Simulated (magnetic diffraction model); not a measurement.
# Magnetic neutron pattern of CrAgBiS4

Space group Pna2_1 (no. 33), a = 9.9920 Å, b = 11.5870 Å, c = 6.2610 Å.

```csv
site,atom,x,y,z
4a,Bi,0.7689,0.1426,0.0665
4a,Ag,0.9559,0.3818,0.4452
4a,Cr,0.8330,0.9618,0.4666
4a,S,0.9406,0.0704,0.1515
4a,S,0.8677,0.5438,0.7142
4a,S,0.7416,0.1489,0.7598
4a,S,0.7730,0.2981,0.1856
```

The compound is invented for this exercise: a known structure type with other elements, its cell scaled to their sizes and not relaxed.

Only Cr is taken to order (form factors of Cr4+); orders and moment sizes are assumed, and not adapted to the symmetry. Radiation: neutrons of λ = 4.2 Å, 3° to 65°; isotropic B of 0.29 Å² (Bi), 0.37 Å² (Ag), 0.41 Å² (Cr) and 0.38 Å² (S). The intensities are simulated: I ∝ L Σ (|F_N|² + |F_M⊥|²) for unpolarised neutrons, with F_M = 2.695 fm/μB × Σ f(s) S exp(2πi Q·r) exp(−B s²) at Q = H ± k (one set where k and −k are equivalent), only the part normal to Q counting and L = 1/(sin²θ cos θ). For collinear order S is the moment m, which repeats by lattice and centring translations R with the sign exp(−2πi k·R). Form factors are spin-only for 3d ions and dipole or tabulated for f ions, scattering lengths are Sears's of 1992, and absorption is left out. A label names one of the reflections at its angle. The strongest nuclear line in the range is 100, and lines under 0.2 are left out.

Assume the order k = (1/2 0 1/2), collinear moments along [001], 1.53 μB on Cr; signs + at (0.8330, 0.9618, 0.4666), + at (0.6670, 0.4618, 0.9666), − at (0.3330, 0.5382, 0.4666), − at (0.1670, 0.0382, 0.9666).

Q: Where does magnetic intensity appear, and how strong is it?

```csv
2θ (°),index,nuclear,magnetic
22.83,(1/2 0 1/2),0.0,5.8
31.13,(1/2 1 1/2),0.0,13.3
32.23,(1 1 0),5.6,0.0
41.84,(3/2 0 1/2),0.0,4.7
42.51,(0 2 0),6.6,0.0
44.82,(0 1 1),87.7,0.0
47.21,(3/2 1 -1/2),0.0,7.7
48.78,(1/2 2 1/2),0.0,7.3
49.54,(1 2 0),80.9,0.0
49.71,(2 0 0),46.3,0.0
51.61,(1 1 1),47.2,0.0
54.48,(2 1 0),12.7,0.0
61.17,(3/2 2 1/2),0.0,5.0
64.92,(1 2 1),100.0,0.0
```

The strongest magnetic line in the range is (1/2 1 1/2) at 31.13° (13.3). On top of the Lorentz factor, which all lines share, magnetic lines fade with angle because f falls: for Cr4+ it is 0.91, 0.70, 0.47 and 0.14 at sin θ/λ = 0.1, 0.2, 0.3 and 0.5 Å⁻¹, while nuclear lengths stay constant. The order has no net moment.

[Logs are printed without paths, hosts, clocks, repeated set-up lines and the standing remarks that a program may print on its own settings, such as how far it seeks lower states.]
